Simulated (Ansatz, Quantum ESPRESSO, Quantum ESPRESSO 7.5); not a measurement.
**vacuum gap of 7.0 Å between two K(110) faces: ballistic transmission**

How well does the junction conduct in the ballistic limit? It is: vacuum gap of 7.0 Å between two K(110) faces.

Calculated with Quantum ESPRESSO 7.5; plane-wave DFT, PBE, GBRV ultrasoft pseudopotentials (cross-check by Ansatz 0.2.0 with PAW datasets).

## Step 1: Set-up

The cell holds 12 atoms: 12 K. Cell: a = 5.280 Å, b = 4.573 Å, c = 48.069 Å, α = 90.0°, β = 90.0°, γ = 54.7°. It derives from K. Regions: left lead, 6 atoms (6 K); right lead, 6 atoms (6 K). The structure is stacked along c, and the current runs across the ab planes.

## Step 2: Self-consistent run

One periodic cell holds a stretch of lead, the junction and more lead; the atoms stay as built.

Input file scf.in:

```
&control
  prefix = 'scf'
  outdir = './out'
  pseudo_dir = './pseudo'
  calculation = 'scf'
  tprnfor = .true.
/
&system
  ibrav = 0
  nat = 12
  ntyp = 1
  ecutwfc = 40
  ecutrho = 200
  occupations = 'smearing'
  smearing = 'mv'
  degauss = 0.01
/
&electrons
  conv_thr = 1e-07
  mixing_beta = 0.25
  electron_maxstep = 120
  mixing_mode = 'local-TF'
/
ATOMIC_SPECIES
  K   39.0983  k_pbe_v1.4.uspp.F.UPF
CELL_PARAMETERS angstrom
  5.28000000000000 0.00000000000000 0.00000000000000
  2.64000000000000 3.73352380466497 0.00000000000000
  0.00000000000000 0.00000000000000 48.06876185131468
ATOMIC_POSITIONS crystal
  K   0.000000000000 0.000000000000 0.000000000000
  K   0.500000000000 0.000000000000 0.077670479972
  K   0.000000000000 0.000000000000 0.155340959945
  K   0.500000000000 0.000000000000 0.233011439917
  K   0.000000000000 0.000000000000 0.310681919889
  K   0.500000000000 0.000000000000 0.388352399861
  K   0.000000000000 0.000000000000 0.533977120166
  K   0.500000000000 0.000000000000 0.611647600139
  K   0.000000000000 0.000000000000 0.689318080111
  K   0.500000000000 0.000000000000 0.766988560083
  K   0.000000000000 0.000000000000 0.844659040055
  K   0.500000000000 0.000000000000 0.922329520028
K_POINTS automatic
  6 7 1 0 0 0
```

Launch:

```sh
$ OMP_NUM_THREADS=1 mpirun -n 4 pw.x -nk 2 -in scf.in > scf.out
```

What it wrote:

```text
Program PWSCF v.7.5 starts
[citation notice left out]

     Parallel version (MPI & OpenMP), running on       4 processor cores
     Number of MPI processes:                 4
     Threads/MPI process:                     1

     MPI processes distributed on     1 nodes
[...]
Current dimensions of program PWSCF are:
     Max number of different atomic species (ntypx) = 10
     Max number of k-points (npk) =  40000
     Max angular momentum in pseudopotentials (lmaxx) =  4
     Message from routine setup:
     using ibrav=0 with symmetry is DISCOURAGED, use correct ibrav instead

     K-points division:     npool     =       2
     R & G space division:  proc/nbgrp/npool/nimage =       2
     Subspace diagonalization in iterative solution of the eigenvalue problem:
     a serial algorithm will be used

     Parallelization info
     --------------------
     sticks:   dense  smooth     PW     G-vecs:    dense   smooth      PW
     Min         562     452    138               152822   109340   18618
     Max         563     453    139               152847   109361   18637
     Sum        1125     905    277               305669   218701   37255

     Using Slab Decomposition

     bravais-lattice index     =            0
     lattice parameter (alat)  =       9.9778  a.u.
     unit-cell volume          =    6394.5853 (a.u.)^3
     number of atoms/cell      =           12
     number of atomic types    =            1
     number of electrons       =       108.00
     number of Kohn-Sham states=           65
     kinetic-energy cutoff     =      40.0000  Ry
     charge density cutoff     =     200.0000  Ry
     scf convergence threshold =      1.0E-07
     mixing beta               =       0.2500
     number of iterations used =            8  local-TF  mixing
     Exchange-correlation=  SLA  PW   PBX  PBC
                           (   1   4   3   4   0   0   0)

     celldm(1)=   9.977754  celldm(2)=   0.000000  celldm(3)=   0.000000
     celldm(4)=   0.000000  celldm(5)=   0.000000  celldm(6)=   0.000000

     crystal axes: (cart. coord. in units of alat)
               a(1) = (   1.000000   0.000000   0.000000 )
               a(2) = (   0.500000   0.707107   0.000000 )
               a(3) = (   0.000000   0.000000   9.103932 )

     reciprocal axes: (cart. coord. in units 2 pi/alat)
               b(1) = (  1.000000 -0.707107  0.000000 )
               b(2) = (  0.000000  1.414214  0.000000 )
               b(3) = (  0.000000  0.000000  0.109843 )

     PseudoPot. # 1 for K  read from file:
     ./pseudo/k_pbe_v1.4.uspp.F.UPF
     Pseudo is Ultrasoft + core correction, Zval =  9.0
     Generated by new atomic code, or converted to UPF format
     Using radial grid of  841 points,  6 beta functions with:
                l(1) =   0
                l(2) =   0
                l(3) =   1
                l(4) =   1
                l(5) =   2
                l(6) =   2
     Q(r) pseudized with  6 coefficients,  rinner =    1.500   1.500   1.500
                                                       1.500   1.500

     atomic species   valence    mass     pseudopotential
     K                 9.00    39.09830     K ( 1.00)

      4 Sym. Ops. (no inversion) found

   Cartesian axes

     site n.     atom                  positions (alat units)
         1        K      tau(   1) = (   0.0000000   0.0000000   0.0000000  )
         2        K      tau(   2) = (   0.5000000   0.0000000   0.7071068  )
         3        K      tau(   3) = (   0.0000000   0.0000000   1.4142136  )
         4        K      tau(   4) = (   0.5000000   0.0000000   2.1213203  )
         5        K      tau(   5) = (   0.0000000   0.0000000   2.8284271  )
         6        K      tau(   6) = (   0.5000000   0.0000000   3.5355339  )
         7        K      tau(   7) = (   0.0000000   0.0000000   4.8612915  )
         8        K      tau(   8) = (   0.5000000   0.0000000   5.5683983  )
         9        K      tau(   9) = (   0.0000000   0.0000000   6.2755050  )
        10        K      tau(  10) = (   0.5000000   0.0000000   6.9826118  )
        11        K      tau(  11) = (   0.0000000   0.0000000   7.6897186  )
        12        K      tau(  12) = (   0.5000000   0.0000000   8.3968254  )

     number of k points=    22  Marzari-Vanderbilt smearing, width (Ry)=  0.0100
                       cart. coord. in units 2pi/alat
        k(    1) = (   0.0000000   0.0000000   0.0000000), wk =   0.0476190
        k(    2) = (   0.0000000   0.2020305   0.0000000), wk =   0.0952381
        k(    3) = (   0.0000000   0.4040610   0.0000000), wk =   0.0952381
        k(    4) = (   0.0000000   0.6060915   0.0000000), wk =   0.0952381
        k(    5) = (   0.1666667  -0.1178511   0.0000000), wk =   0.0952381
        k(    6) = (   0.1666667   0.0841794   0.0000000), wk =   0.0952381
        k(    7) = (   0.1666667   0.2862099   0.0000000), wk =   0.0952381
        k(    8) = (   0.1666667   0.4882404   0.0000000), wk =   0.0952381
        k(    9) = (   0.1666667  -0.7239427   0.0000000), wk =   0.0952381
        k(   10) = (   0.1666667  -0.5219121   0.0000000), wk =   0.0952381
[...]
k(   22) = (  -0.5000000   0.9596449   0.0000000), wk =   0.0952381

     Dense  grid:   305669 G-vectors     FFT dimensions: (  45,  40, 432)

     Smooth grid:   218701 G-vectors     FFT dimensions: (  45,  36, 375)

     Estimated max dynamical RAM per process >     556.40 MB

     Estimated total dynamical RAM >       2.10 GB

     Initial potential from superposition of free atoms

     starting charge     101.9590, renormalised to     108.0000
     Starting wfcs are   96 randomized atomic wfcs

     total cpu time spent up to now is       11.4 secs

     per-process dynamical memory:   285.1 Mb

     Self-consistent Calculation

     iteration #  1     ecut=    40.00 Ry     beta= 0.25
     Davidson diagonalization with overlap
     ethr =  1.00E-02,  avg # of iterations =  4.5

     total cpu time spent up to now is       34.8 secs

     total energy              =    -684.65059047 Ry
     estimated scf accuracy    <       2.30622558 Ry

     iteration #  2     ecut=    40.00 Ry     beta= 0.25
[...]
total energy              =    -683.21277833 Ry
     estimated scf accuracy    <       1.87081206 Ry

     iteration #  3     ecut=    40.00 Ry     beta= 0.25
[...]
total energy              =    -684.54206239 Ry
     estimated scf accuracy    <       0.68538027 Ry

[...]
iteration # 14     ecut=    40.00 Ry     beta= 0.25
[...]
total energy              =    -683.84105479 Ry
     estimated scf accuracy    <       0.00045762 Ry

     iteration # 15     ecut=    40.00 Ry     beta= 0.25
[...]
total energy              =    -683.84112105 Ry
     estimated scf accuracy    <       0.00013924 Ry

     iteration # 16     ecut=    40.00 Ry     beta= 0.25
[...]
total energy              =    -683.84099691 Ry
     estimated scf accuracy    <       0.00019458 Ry

     iteration # 17     ecut=    40.00 Ry     beta= 0.25
[...]
total energy              =    -683.84103332 Ry
     estimated scf accuracy    <       0.00000272 Ry

     iteration # 18     ecut=    40.00 Ry     beta= 0.25
[...]
total energy              =    -683.84103977 Ry
     estimated scf accuracy    <       0.00000198 Ry

     iteration # 19     ecut=    40.00 Ry     beta= 0.25
[...]
total energy              =    -683.84104013 Ry
     estimated scf accuracy    <       0.00000023 Ry

     iteration # 20     ecut=    40.00 Ry     beta= 0.25
[...]
total energy              =    -683.84103994 Ry
     estimated scf accuracy    <       0.00000070 Ry

     iteration # 21     ecut=    40.00 Ry     beta= 0.25
[...]
total energy              =    -683.84104003 Ry
     estimated scf accuracy    <       0.00000036 Ry

     iteration # 22     ecut=    40.00 Ry     beta= 0.25
[...]
End of self-consistent calculation

          k = 0.0000 0.0000 0.0000 ( 27311 PWs)   bands (ev):

   -30.8087 -30.8086 -30.6329 -30.6329 -30.6185 -30.6185 -30.6101 -30.6081
   -30.6064 -30.6064 -30.5863 -30.5862 -14.2932 -14.2928 -14.2529 -14.2527
   -14.2483 -14.2480 -14.1250 -14.1233 -14.1162 -14.1074 -14.0914 -14.0914
   -14.0914 -14.0794 -14.0783 -14.0782 -14.0777 -14.0761 -14.0677 -14.0672
   -14.0631 -14.0631 -14.0603 -14.0602 -14.0588 -14.0562 -14.0551 -14.0546
   -14.0532 -14.0531 -14.0509 -14.0509 -14.0420 -14.0418 -14.0311 -14.0309
    -0.6145  -0.5561  -0.4689  -0.3266  -0.1890   0.0369   0.2193   0.5414
     0.7425   1.1511   1.3348   1.8015   2.0516   2.6366   2.6525   3.3701
     3.3792

          k = 0.0000 0.2020 0.0000 ( 27310 PWs)   bands (ev):

   -30.8080 -30.8079 -30.6322 -30.6322 -30.6178 -30.6178 -30.6094 -30.6074
   -30.6057 -30.6057 -30.5856 -30.5855 -14.2913 -14.2910 -14.2593 -14.2591
   -14.2574 -14.2573 -14.1218 -14.1204 -14.1136 -14.1055 -14.0960 -14.0960
   -14.0914 -14.0899 -14.0886 -14.0842 -14.0823 -14.0775 -14.0741 -14.0718
   -14.0715 -14.0675 -14.0648 -14.0639 -14.0632 -14.0632 -14.0621 -14.0615
   -14.0604 -14.0591 -14.0540 -14.0539 -14.0465 -14.0463 -14.0421 -14.0419
    -0.3630  -0.3056  -0.2199  -0.0799   0.0553   0.2775   0.4562   0.7737
     0.9696   1.3754   1.5490   2.0375   2.2004   2.7979   2.8120   3.5058
     3.5117

          k = 0.0000 0.4041 0.0000 ( 27168 PWs)   bands (ev):

   -30.8065 -30.8064 -30.6307 -30.6306 -30.6162 -30.6162 -30.6077 -30.6060
   -30.6042 -30.6042 -30.5841 -30.5839 -14.2872 -14.2870 -14.2833 -14.2831
   -14.2673 -14.2672 -14.1152 -14.1149 -14.1137 -14.1132 -14.1076 -14.1062
   -14.1062 -14.1013 -14.1004 -14.1002 -14.0946 -14.0932 -14.0926 -14.0851
   -14.0845 -14.0843 -14.0822 -14.0819 -14.0745 -14.0729 -14.0714 -14.0699
   -14.0661 -14.0659 -14.0647 -14.0588 -14.0563 -14.0562 -14.0519 -14.0516
     0.3590   0.4134   0.4949   0.6274   0.7554   0.9645   1.1325   1.4292
     1.6096   1.9872   2.1331   2.6054   2.6386   3.1774   3.2435   3.6936
     3.7366

          k = 0.0000 0.6061 0.0000 ( 27262 PWs)   bands (ev):

   -30.8053 -30.8051 -30.6294 -30.6294 -30.6150 -30.6149 -30.6064 -30.6048
   -30.6030 -30.6030 -30.5829 -30.5827 -14.3026 -14.3024 -14.2840 -14.2838
   -14.2757 -14.2756 -14.1344 -14.1343 -14.1215 -14.1205 -14.1149 -14.1148
   -14.1109 -14.1087 -14.1082 -14.1050 -14.1043 -14.1034 -14.1016 -14.1013
   -14.1008 -14.0948 -14.0904 -14.0854 -14.0852 -14.0828 -14.0821 -14.0810
   -14.0779 -14.0700 -14.0647 -14.0646 -14.0640 -14.0585 -14.0500 -14.0499
     1.4508   1.5011   1.5769   1.6964   1.8123   1.9909   2.1369   2.3711
     2.5199   2.7763   2.7856   2.8221   2.8645   2.9021   2.9623   3.0519
     3.1586

          k = 0.1667-0.1179 0.0000 ( 27340 PWs)   bands (ev):

   -30.8082 -30.8081 -30.6324 -30.6324 -30.6180 -30.6179 -30.6095 -30.6077
   -30.6059 -30.6059 -30.5858 -30.5857 -14.2916 -14.2913 -14.2631 -14.2630
   -14.2508 -14.2506 -14.1203 -14.1198 -14.1142 -14.1086 -14.1022 -14.1002
   -14.0946 -14.0884 -14.0832 -14.0831 -14.0813 -14.0790 -14.0714 -14.0700
   -14.0697 -14.0687 -14.0654 -14.0653 -14.0624 -14.0602 -14.0578 -14.0557
   -14.0556 -14.0552 -14.0541 -14.0541 -14.0496 -14.0494 -14.0353 -14.0352
    -0.3578  -0.3006  -0.2151  -0.0753   0.0597   0.2820   0.4609   0.7790
     0.9754   1.3823   1.5562   2.0448   2.2083   2.8015   2.8133   3.4850
     3.4915

          k = 0.1667 0.0842 0.0000 ( 27331 PWs)   bands (ev):

   -30.8083 -30.8082 -30.6325 -30.6325 -30.6181 -30.6180 -30.6096 -30.6078
   -30.6060 -30.6060 -30.5859 -30.5858 -14.2919 -14.2916 -14.2606 -14.2605
   -14.2510 -14.2508 -14.1208 -14.1201 -14.1145 -14.1086 -14.1009 -14.0986
   -14.0938 -14.0870 -14.0825 -14.0825 -14.0802 -14.0779 -14.0706 -14.0685
   -14.0681 -14.0676 -14.0650 -14.0645 -14.0610 -14.0596 -14.0574 -14.0556
   -14.0554 -14.0552 -14.0541 -14.0540 -14.0477 -14.0476 -14.0349 -14.0348
    -0.3993  -0.3419  -0.2562  -0.1159   0.0195   0.2424   0.4220   0.7409
     0.9381   1.3456   1.5210   2.0062   2.1836   2.7774   2.7846   3.4698
     3.4731

[...]
the Fermi energy is     1.5086 ev

!    total energy              =    -683.84104010 Ry
     estimated scf accuracy    <       0.00000001 Ry
     smearing contrib. (-TS)   =      -0.00035579 Ry
     internal energy E=F+TS    =    -683.84068431 Ry

     The total energy is F=E-TS. E is the sum of the following terms:
     one-electron contribution =    -609.88788828 Ry
     hartree contribution      =     308.15188485 Ry
     xc contribution           =    -107.55230910 Ry
     ewald contribution        =    -274.55237176 Ry

     convergence has been achieved in  22 iterations

     Forces acting on atoms (cartesian axes, Ry/au):

     atom    1 type  1   force =     0.00000000    0.00000000    0.00017147
     atom    2 type  1   force =     0.00000000    0.00000000   -0.00001982
     atom    3 type  1   force =     0.00000000    0.00000000   -0.00008816
     atom    4 type  1   force =     0.00000000    0.00000000    0.00006928
     atom    5 type  1   force =     0.00000000    0.00000000    0.00049082
     atom    6 type  1   force =     0.00000000    0.00000000    0.00060582
     atom    7 type  1   force =     0.00000000    0.00000000   -0.00062571
     atom    8 type  1   force =     0.00000000    0.00000000   -0.00047220
     atom    9 type  1   force =     0.00000000    0.00000000   -0.00001783
     atom   10 type  1   force =     0.00000000    0.00000000    0.00006333
     atom   11 type  1   force =     0.00000000    0.00000000    0.00003423
     atom   12 type  1   force =     0.00000000    0.00000000   -0.00021123

     Total force =     0.001147     Total SCF correction =     0.000157
     SCF correction compared to forces is large: reduce conv_thr to get better values

[...]
=------------------------------------------------------------------------------=
   JOB DONE.
=------------------------------------------------------------------------------=
```

It took 13 min on 4 MPI ranks of Arm Neoverse V2, shared host; peak memory 2.2 GiB; 50 min of CPU time.

Numbers from this step:

- free energy: -9304.1313 eV
- Fermi energy: 1.509 eV

The program's own clock; routines nest. Time by routine:

| routine | wall time (s) | calls |
| --- | --- | --- |
| PWSCF | 749.5 | 1 |
| electrons | 734.2 | 1 |
| c_bands | 654.1 | 22 |
| cegterg | 616.1 | 242 |
| h_psi | 412.2 | 1409 |
| fftw | 314.3 | 128236 |
| vloc_psi | 300.5 | 1409 |
| calbec | 72.21 | 1695 |
| sum_band | 66.84 | 22 |
| add_vuspsi | 54.65 | 1409 |
| h_psi:calbec | 54.56 | 1409 |
| s_psi | 54.54 | 1409 |
| init_run | 11.34 | 1 |
| wfcinit | 10.71 | 1 |

The run needed 22 iterations to bring the estimated error under 1e-07 Ry; the largest force on any atom, held or free, is 0.02 eV/Å.

(Part 1 of 3 ends here.)

[Logs are printed without paths, hosts, clocks, repeated set-up lines and the standing remarks that a program may print on its own settings, such as how far it seeks lower states.]

[Hosts, paths, dates, database ids (printed as entryN), source tags and the programs' standing remarks are cut or masked in the printed files.]

[Maps of the electrostatic potential energy from Ansatz leave out the sawtooth potential of an applied field or a dipole correction, so their vacuum need not be flat; planar profiles and work functions include it.]
